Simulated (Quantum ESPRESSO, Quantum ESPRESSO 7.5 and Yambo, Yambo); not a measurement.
# A GW chain in Yambo: CdF2 (Fm-3m)

Aim: the G0W0 gap of CdF2 (Fm-3m) on PBE, step by step.

Method: PBE and many-body steps on it, plane waves, in Quantum ESPRESSO 7.5 and Yambo 5.3.0.

### 1. The starting structure

It takes space group Fm-3m (No. 225, cubic). The conventional cell has a = 5.388 Å, b = 5.388 Å, c = 5.388 Å, α = 90.00°, β = 90.00°, γ = 90.00°. Nearest to Cd lie 8 F at 2.33 Å. Nearest to F lie 4 Cd at 2.33 Å. Farther neighbours and most contacts between anions are not listed.

Structure file:

```cif
data_structure
_symmetry_space_group_name_H-M 'P 1'
_symmetry_Int_Tables_number 1
_cell_length_a 3.8099
_cell_length_b 3.8099
_cell_length_c 3.8099
_cell_angle_alpha 60.000
_cell_angle_beta 60.000
_cell_angle_gamma 60.000
_cell_volume 39.10
loop_
_atom_site_label
_atom_site_type_symbol
_atom_site_fract_x
_atom_site_fract_y
_atom_site_fract_z
_atom_site_occupancy
Cd1 Cd 0.00000 0.00000 0.00000 1
F2 F 0.25000 0.25000 0.25000 1
F3 F 0.75000 0.75000 0.75000 1
```

The cell and positions come from the Crystallography Open Database and are kept as given unless a step says otherwise.

### 2. Ground state

This step: Quantum ESPRESSO 7.5; DFT, PBE, plane waves, norm-conserving pseudopotentials.

The ground-state density comes first.

pw.in

```
&control
  calculation = 'scf'
  prefix = 'x'
  outdir = 'o'
  pseudo_dir = 'pseudo'
/
&system
  ibrav = 0
  nat = 3
  ntyp = 2
  ecutwfc = 94.0
  nbnd = 22
  force_symmorphic = .true.
/
&electrons
  conv_thr = 1e-10
  electron_maxstep = 80
  mixing_beta = 0.5
/
ATOMIC_SPECIES
  Cd 112.41 Cd.upf
  F 18.998 F.upf
CELL_PARAMETERS angstrom
  0.0000000000 2.6940000000 2.6940000000
  2.6940000000 -0.0000000000 2.6940000000
  2.6940000000 2.6940000000 -0.0000000000
ATOMIC_POSITIONS crystal
  Cd 0.0000000000 0.0000000000 0.0000000000
  F 0.2500000000 0.2500000000 0.2500000000
  F 0.7500000000 0.7500000000 0.7500000000
K_POINTS automatic
  6 6 6 0 0 0
```

Run with:

```sh
$ OMP_NUM_THREADS=1 mpirun -n 4 pw.x -nk 4 -in pw.in > pw.out
```

The program printed:

```text
Program PWSCF v.7.5 starts

     This program is part of the open-source Quantum ESPRESSO suite
     for quantum simulation of materials; please cite
         "P. Giannozzi et al., J. Phys.:Condens. Matter 21 395502 (2009);
         "P. Giannozzi et al., J. Phys.:Condens. Matter 29 465901 (2017);
         "P. Giannozzi et al., J. Chem. Phys. 152 154105 (2020);
     in publications or presentations arising from this work. More details at
     Message from routine setup:
     using ibrav=0 with symmetry is DISCOURAGED, use correct ibrav instead

     G-vector sticks info

     bravais-lattice index     =            0
     lattice parameter (alat)  =       7.1997  a.u.
     unit-cell volume          =     263.8878 (a.u.)^3
     number of atoms/cell      =            3
     number of atomic types    =            2
     number of electrons       =        34.00
     number of Kohn-Sham states=           22
     kinetic-energy cutoff     =      94.0000  Ry
     charge density cutoff     =     376.0000  Ry
     scf convergence threshold =      1.0E-10
     mixing beta               =       0.5000
     number of iterations used =            8  plain     mixing
     Exchange-correlation= PBE
                           (   1   4   3   4   0   0   0)

     celldm(1)=   7.199651  celldm(2)=   0.000000  celldm(3)=   0.000000
     celldm(4)=   0.000000  celldm(5)=   0.000000  celldm(6)=   0.000000

     crystal axes: (cart. coord. in units of alat)
               a(1) = (   0.000000   0.707107   0.707107 )
               a(2) = (   0.707107  -0.000000   0.707107 )
               a(3) = (   0.707107   0.707107  -0.000000 )

     reciprocal axes: (cart. coord. in units 2 pi/alat)
               b(1) = ( -0.707107  0.707107  0.707107 )
               b(2) = (  0.707107 -0.707107  0.707107 )
               b(3) = (  0.707107  0.707107 -0.707107 )
     Pseudo is Norm-conserving + core correction, Zval = 20.0
     Generated using ONCVPSP code by D. R. Hamann
     Using radial grid of 1368 points,  6 beta functions with:
     Pseudo is Norm-conserving + core correction, Zval =  7.0
     Generated using ONCVPSP code by D. R. Hamann
     Using radial grid of  832 points,  5 beta functions with:
     Cd               20.00   112.41000     Cd( 1.00)
     F                 7.00    18.99800     F ( 1.00)

     48 Sym. Ops., with inversion, found

   Cartesian axes

     site n.     atom                  positions (alat units)
         1        Cd     tau(   1) = (   0.0000000   0.0000000   0.0000000  )
         2        F      tau(   2) = (   0.3535534   0.3535534   0.3535534  )
         3        F      tau(   3) = (   1.0606602   1.0606602   1.0606602  )

     number of k points=    16
                       cart. coord. in units 2pi/alat
        k(    1) = (   0.0000000   0.0000000   0.0000000), wk =   0.0092593
        k(    2) = (   0.1178511   0.1178511  -0.1178511), wk =   0.0740741
        k(    3) = (   0.2357023   0.2357023  -0.2357023), wk =   0.0740741
        k(    4) = (  -0.3535534  -0.3535534   0.3535534), wk =   0.0370370
        k(    5) = (   0.2357023   0.0000000  -0.0000000), wk =   0.0555556
        k(    6) = (   0.3535534   0.1178511  -0.1178511), wk =   0.2222222
        k(    7) = (  -0.2357023  -0.4714045   0.4714045), wk =   0.2222222
        k(    8) = (  -0.1178511  -0.3535534   0.3535534), wk =   0.2222222
        k(    9) = (   0.0000000  -0.2357023   0.2357023), wk =   0.1111111
        k(   10) = (   0.4714045   0.0000000  -0.0000000), wk =   0.0555556
     [... 4 further rows ...]
        k(   15) = (  -0.1178511  -0.3535534   0.5892557), wk =   0.2222222
        k(   16) = (  -0.7071068   0.2357023   0.0000000), wk =   0.1111111

     Dense  grid:    32647 G-vectors     FFT dimensions: (  45,  45,  45)

     Initial potential from superposition of free atoms

     starting charge      33.9997, renormalised to      34.0000
     Starting wfcs are   18 randomized atomic wfcs +    4 random wfcs

     per-process dynamical memory:    27.5 Mb

     Self-consistent Calculation

     iteration #  1     ecut=    94.00 Ry     beta= 0.50

     total energy              =    -449.30280373 Ry
     estimated scf accuracy    <       0.38882180 Ry

     iteration #  2     ecut=    94.00 Ry     beta= 0.50

     total energy              =    -449.41312000 Ry
     estimated scf accuracy    <       0.06893993 Ry

     iteration #  3     ecut=    94.00 Ry     beta= 0.50

     total energy              =    -449.42409432 Ry
     estimated scf accuracy    <       0.00414792 Ry

     iteration #  4     ecut=    94.00 Ry     beta= 0.50

     total energy              =    -449.42450811 Ry
     estimated scf accuracy    <       0.00005846 Ry

     iteration #  5     ecut=    94.00 Ry     beta= 0.50

     total energy              =    -449.42452890 Ry
     estimated scf accuracy    <       0.00001264 Ry

     iteration #  6     ecut=    94.00 Ry     beta= 0.50

     total energy              =    -449.42453058 Ry
     estimated scf accuracy    <       0.00000509 Ry

     iteration #  7     ecut=    94.00 Ry     beta= 0.50

     total energy              =    -449.42453169 Ry
     estimated scf accuracy    <       0.00000017 Ry

     iteration #  8     ecut=    94.00 Ry     beta= 0.50

     total energy              =    -449.42453168 Ry
     estimated scf accuracy    <       0.00000006 Ry

     iteration #  9     ecut=    94.00 Ry     beta= 0.50

     total energy              =    -449.42453169 Ry
     estimated scf accuracy    <          5.5E-10 Ry

     iteration # 10     ecut=    94.00 Ry     beta= 0.50

     End of self-consistent calculation

          k = 0.0000 0.0000 0.0000 (  4015 PWs)   bands (ev):

   -91.9104 -53.0067 -53.0067 -53.0067 -14.2017 -13.1009   0.9376   0.9376
     0.9376   2.1378   2.1378   5.5577   5.5577   5.5577   6.0345   6.0345
     6.0345   9.6539  19.2706  19.2706  19.2706  24.2209

          k = 0.1179 0.1179-0.1179 (  4047 PWs)   bands (ev):

   -91.9104 -53.0074 -53.0068 -53.0068 -14.1150 -13.1773   1.0370   1.0370
     1.2245   2.1111   2.1111   4.8415   5.3760   5.3760   5.7987   6.0552
     6.0552  10.6120  18.1609  19.6675  19.6675  25.7131

          k = 0.2357 0.2357-0.2357 (  4068 PWs)   bands (ev):

   -91.9104 -53.0086 -53.0070 -53.0070 -13.8964 -13.3708   1.2134   1.2134
     1.9187   2.1325   2.1325   3.9953   4.9422   4.9506   4.9506   6.1088
     6.1088  12.4815  16.6515  20.5543  20.5543  25.0343

          k =-0.3536-0.3536 0.3536 (  4092 PWs)   bands (ev):

     [... further k-points ...]

     highest occupied, lowest unoccupied level (ev):     6.5104    9.6539

!    total energy              =    -449.42453169 Ry
     estimated scf accuracy    <          4.0E-11 Ry

     The total energy is the sum of the following terms:
     one-electron contribution =    -231.75051497 Ry
     hartree contribution      =     131.90836419 Ry
     xc contribution           =     -70.73906150 Ry
     ewald contribution        =    -278.84331940 Ry

     convergence has been achieved in  10 iterations

     XML data file, charge density, pseudopotentials, collected wavefunctions

=------------------------------------------------------------------------------=
   JOB DONE.
=------------------------------------------------------------------------------=
```

The job ended after 6.6 s (4 MPI ranks of Arm Neoverse V2, shared host; peak memory 0.28 GiB).

This step gave:

| Quantity | Value |
| --- | --- |
| total energy | -6114.7323 eV |
| gap | 3.143 eV |
| k of the valence top | 0.1667, -0.5, -0.3333 |
| k of the conduction bottom | 0, 0, 0 |
| least direct gap | 3.619 eV |

The gap is indirect, with the least direct gap 0.48 eV higher.

### 3. Bands along the symmetry lines

The cheap functional maps the bands first; the places of the edges decide which points the dearer methods must see.

pw.in

```
&control
  calculation = 'bands'
  prefix = 'x'
  outdir = 'o'
  pseudo_dir = 'pseudo'
/
&system
  ibrav = 0
  nat = 3
  ntyp = 2
  ecutwfc = 94.0
  nbnd = 23
  force_symmorphic = .true.
/
&electrons
  conv_thr = 1e-9
  electron_maxstep = 80
  diago_full_acc = .true.
  diago_thr_init = 5e-6
/
ATOMIC_SPECIES
  Cd 112.41 Cd.upf
  F 18.998 F.upf
CELL_PARAMETERS angstrom
  0.0000000000 2.6940000000 2.6940000000
  2.6940000000 -0.0000000000 2.6940000000
  2.6940000000 2.6940000000 -0.0000000000
ATOMIC_POSITIONS crystal
  Cd 0.0000000000 0.0000000000 0.0000000000
  F 0.2500000000 0.2500000000 0.2500000000
  F 0.7500000000 0.7500000000 0.7500000000
K_POINTS crystal
  50
  0.00000000 0.00000000 0.00000000 1
  0.06250000 0.00000000 0.06250000 1
  0.12500000 0.00000000 0.12500000 1
  0.18750000 0.00000000 0.18750000 1
  0.25000000 0.00000000 0.25000000 1
  0.31250000 0.00000000 0.31250000 1
  0.37500000 0.00000000 0.37500000 1
  0.43750000 0.00000000 0.43750000 1
  0.50000000 0.00000000 0.50000000 1
  0.51562500 0.03125000 0.51562500 1
  0.53125000 0.06250000 0.53125000 1
  0.54687500 0.09375000 0.54687500 1
  0.56250000 0.12500000 0.56250000 1
  0.57812500 0.15625000 0.57812500 1
  0.59375000 0.18750000 0.59375000 1
  0.60937500 0.21875000 0.60937500 1
  0.62500000 0.25000000 0.62500000 1
  0.37500000 0.37500000 0.75000000 1
  0.32812500 0.32812500 0.65625000 1
  0.28125000 0.28125000 0.56250000 1
  0.23437500 0.23437500 0.46875000 1
  0.18750000 0.18750000 0.37500000 1
  0.14062500 0.14062500 0.28125000 1
  0.09375000 0.09375000 0.18750000 1
  0.04687500 0.04687500 0.09375000 1
  0.00000000 0.00000000 0.00000000 1
  0.06250000 0.06250000 0.06250000 1
  0.12500000 0.12500000 0.12500000 1
  0.18750000 0.18750000 0.18750000 1
  0.25000000 0.25000000 0.25000000 1
  0.31250000 0.31250000 0.31250000 1
  0.37500000 0.37500000 0.37500000 1
  0.43750000 0.43750000 0.43750000 1
  0.50000000 0.50000000 0.50000000 1
  0.50000000 0.46875000 0.53125000 1
  0.50000000 0.43750000 0.56250000 1
  0.50000000 0.40625000 0.59375000 1
  0.50000000 0.37500000 0.62500000 1
  0.50000000 0.34375000 0.65625000 1
  0.50000000 0.31250000 0.68750000 1
  0.50000000 0.28125000 0.71875000 1
  0.50000000 0.25000000 0.75000000 1
  0.50000000 0.21875000 0.71875000 1
  0.50000000 0.18750000 0.68750000 1
  0.50000000 0.15625000 0.65625000 1
  0.50000000 0.12500000 0.62500000 1
  0.50000000 0.09375000 0.59375000 1
  0.50000000 0.06250000 0.56250000 1
  0.50000000 0.03125000 0.53125000 1
  0.50000000 0.00000000 0.50000000 1
```

The program printed:

```text
[banner, memory and clock lines left out]
Program PWSCF v.7.5 starts

     Atomic positions and unit cell read from directory:
     o/x.save/

     Message from routine setup:
     using ibrav=0 with symmetry is DISCOURAGED, use correct ibrav instead

     G-vector sticks info

     bravais-lattice index     =            0
     lattice parameter (alat)  =       7.1997  a.u.
     unit-cell volume          =     263.8878 (a.u.)^3
     number of atoms/cell      =            3
     number of atomic types    =            2
     number of electrons       =        34.00
     number of Kohn-Sham states=           23
     kinetic-energy cutoff     =      94.0000  Ry
     charge density cutoff     =     376.0000  Ry
     Exchange-correlation= PBE
                           (   1   4   3   4   0   0   0)

     celldm(1)=   7.199651  celldm(2)=   0.000000  celldm(3)=   0.000000
     celldm(4)=   0.000000  celldm(5)=   0.000000  celldm(6)=   0.000000

     crystal axes: (cart. coord. in units of alat)
               a(1) = (   0.000000   0.707107   0.707107 )
               a(2) = (   0.707107  -0.000000   0.707107 )
               a(3) = (   0.707107   0.707107  -0.000000 )

     reciprocal axes: (cart. coord. in units 2 pi/alat)
               b(1) = ( -0.707107  0.707107  0.707107 )
               b(2) = (  0.707107 -0.707107  0.707107 )
               b(3) = (  0.707107  0.707107 -0.707107 )
     Pseudo is Norm-conserving + core correction, Zval = 20.0
     Generated using ONCVPSP code by D. R. Hamann
     Using radial grid of 1368 points,  6 beta functions with:
     Pseudo is Norm-conserving + core correction, Zval =  7.0
     Generated using ONCVPSP code by D. R. Hamann
     Using radial grid of  832 points,  5 beta functions with:
     Cd               20.00   112.41000     Cd( 1.00)
     F                 7.00    18.99800     F ( 1.00)

     48 Sym. Ops., with inversion, found

   Cartesian axes

     site n.     atom                  positions (alat units)
         1        Cd     tau(   1) = (   0.0000000   0.0000000   0.0000000  )
         2        F      tau(   2) = (   0.3535534   0.3535534   0.3535534  )
         3        F      tau(   3) = (   1.0606602   1.0606602   1.0606602  )

     number of k points=    50
                       cart. coord. in units 2pi/alat
        k(    1) = (   0.0000000   0.0000000   0.0000000), wk =   0.0400000
        k(    2) = (   0.0000000   0.0883883   0.0000000), wk =   0.0400000
        k(    3) = (   0.0000000   0.1767767   0.0000000), wk =   0.0400000
[...]
[... 38 further rows ...]
        k(   49) = (   0.0441942   0.7071068   0.0000000), wk =   0.0400000
        k(   50) = (   0.0000000   0.7071068   0.0000000), wk =   0.0400000

     Dense  grid:    32647 G-vectors     FFT dimensions: (  45,  45,  45)

     The potential is recalculated from file :
     o/x.save/charge-density

     Starting wfcs are   18 randomized atomic wfcs +    5 random wfcs

     Band Structure Calculation

     End of band structure calculation

          k = 0.0000 0.0000 0.0000 (  4015 PWs)   bands (ev):

   -91.9103 -53.0066 -53.0066 -53.0066 -14.2018 -13.1009   0.9377   0.9377
     0.9377   2.1379   2.1379   5.5577   5.5577   5.5577   6.0345   6.0345
     6.0345   9.6539  19.2706  19.2706  19.2706  24.2210  26.4704

          k = 0.0000 0.0884 0.0000 (  4035 PWs)   bands (ev):

   -91.9104 -53.0067 -53.0067 -53.0067 -14.1850 -13.1157   0.9593   0.9593
[...]
6.0418   9.8549  19.0074  19.3403  19.3403  24.6052  26.1507

          k = 0.0000 0.1768 0.0000 (  4047 PWs)   bands (ev):

[...]
6.0736  10.3733  18.4219  19.5343  19.5343  24.7507  26.2188

          k =-0.0000 0.2652 0.0000 (  4048 PWs)   bands (ev):

[...]
k = 0.0000 0.4419-0.0000 (  4056 PWs)   bands (ev):

[...]
k =-0.0000 0.5303 0.0000 (  4064 PWs)   bands (ev):

[...]
k = 0.0000 0.6187-0.0000 (  4064 PWs)   bands (ev):

[...]
k = 0.4640 0.4640-0.0000 (  4075 PWs)   bands (ev):

[...]
k = 0.3315 0.3315-0.0000 (  4063 PWs)   bands (ev):

[...]
k = 0.3094 0.7071-0.0000 (  4080 PWs)   bands (ev):

[...]
k = 0.2210 0.7071-0.0000 (  4074 PWs)   bands (ev):

[...]
k = 0.1768 0.7071-0.0000 (  4062 PWs)   bands (ev):

[...]
k = 0.0442 0.7071 0.0000 (  4076 PWs)   bands (ev):

[...]
6.4451  14.5688  16.2770  18.4711  20.7596  20.8886  26.0884

          k = 0.0000 0.7071 0.0000 (  4088 PWs)   bands (ev):

   -91.9104 -53.0092 -53.0077 -53.0077 -13.7328 -13.4694   1.1535   1.8889
     1.8889   2.2524   2.4249   3.4542   3.5900   3.5900   6.0229   6.4411
     6.4411  14.5663  16.2381  18.4942  20.8276  20.8276  26.0277

     XML data file, pseudopotentials, collected wavefunctions
```

Elapsed: 5.4 s, on 4 MPI ranks; peak memory 0.24 GiB; 21 s of CPU time.

Numbers from this step:

```
gap                        : 3.124 eV
k of the valence top       : 0.5, 0.25, 0.75
k of the conduction bottom : 0, 0, 0
least direct gap           : 3.619 eV
```

The gap is 3.124 eV, −0.019 eV from the run before at this level.

The electronic bands at the labelled points (eV, zero at the top of the highest filled band):

| point | band 14 | band 15 | band 16 | band 17 | band 18 | band 19 | band 20 | band 21 |
| --- | --- | --- | --- | --- | --- | --- | --- | --- |
| Γ | -0.97 | -0.50 | -0.50 | -0.50 | 3.12 | 12.74 | 12.74 | 12.74 |
| halfway | -1.83 | -0.50 | -0.31 | -0.31 | 5.33 | 10.70 | 13.59 | 13.59 |
| X | -2.94 | -0.51 | -0.09 | -0.09 | 8.04 | 9.71 | 11.96 | 14.30 |
| halfway | -2.67 | -0.56 | -0.23 | -0.12 | 8.05 | 10.01 | 11.76 | 14.25 |
| U | -2.30 | -0.95 | -0.35 | -0.20 | 7.99 | 10.79 | 11.16 | 14.50 |
| jump to K | -2.30 | -0.95 | -0.35 | -0.20 | 7.99 | 10.79 | 11.16 | 14.50 |
| halfway | -1.42 | -1.14 | -0.44 | -0.41 | 5.62 | 10.69 | 13.12 | 14.00 |
| Γ | -0.97 | -0.50 | -0.50 | -0.50 | 3.12 | 12.74 | 12.74 | 12.74 |
| halfway | -1.36 | -1.12 | -0.45 | -0.45 | 4.99 | 10.84 | 13.56 | 13.56 |
| L | -1.83 | -1.83 | -0.39 | -0.39 | 7.20 | 9.18 | 14.53 | 14.53 |
| halfway | -1.85 | -1.49 | -0.47 | -0.24 | 7.58 | 9.86 | 12.99 | 13.97 |
| W | -1.52 | -1.52 | -0.60 | 0.00 | 8.10 | 11.53 | 11.72 | 11.72 |
| halfway | -2.48 | -0.56 | -0.53 | -0.04 | 8.07 | 10.29 | 11.71 | 13.39 |
| X | -2.94 | -0.51 | -0.09 | -0.09 | 8.04 | 9.71 | 11.96 | 14.30 |

The electronic bands as a text plot (rows in eV, shown from -4.8 to 9.1 only):

```
    8.8 |
    8.3 |            ++++++                              ++++++++
    7.7 |          ++      +                         ++++
    7.1 |         +         ++                  +++++
    6.5 |                     ++               +
    5.9 |       ++                           ++
    5.4 |     ++                +
    4.8 |    +                   ++         +
    4.2 |                          ++      +
    3.6 |  ++                        +   ++
    3.1 |++                           +++
    2.5 |
    1.9 |
    1.3 |
    0.7 |
    0.2 |          *****                                *********
   -0.4 |********************************************************
   -1.0 |****            **     *************              **
   -1.6 |  *****           **********    *******************
   -2.2 |    *****       *****   **         *   ********    *
   -2.7 |       ***********     *            ********   *********
   -3.3 |          *************                     ************
   -3.9 |          ****                          ****          **
   -4.5 |********************************************************
         Γ           X  U|K            Γ         L        W     X
```

(Part 1 of 3 ends here.)

[Paths, hosts, dates, memory and timing lines, banners, echoed tables and standing remarks are left out of the program output.]

[Logs are printed without paths, hosts, clocks, repeated set-up lines and the standing remarks that a program may print on its own settings, such as how far it seeks lower states.]

[Runs of the session that timed out or met a known fault of the program may be left out.]

[Hosts, paths, dates, database ids (printed as entryN), source tags and the programs' standing remarks are cut or masked in the printed files.]
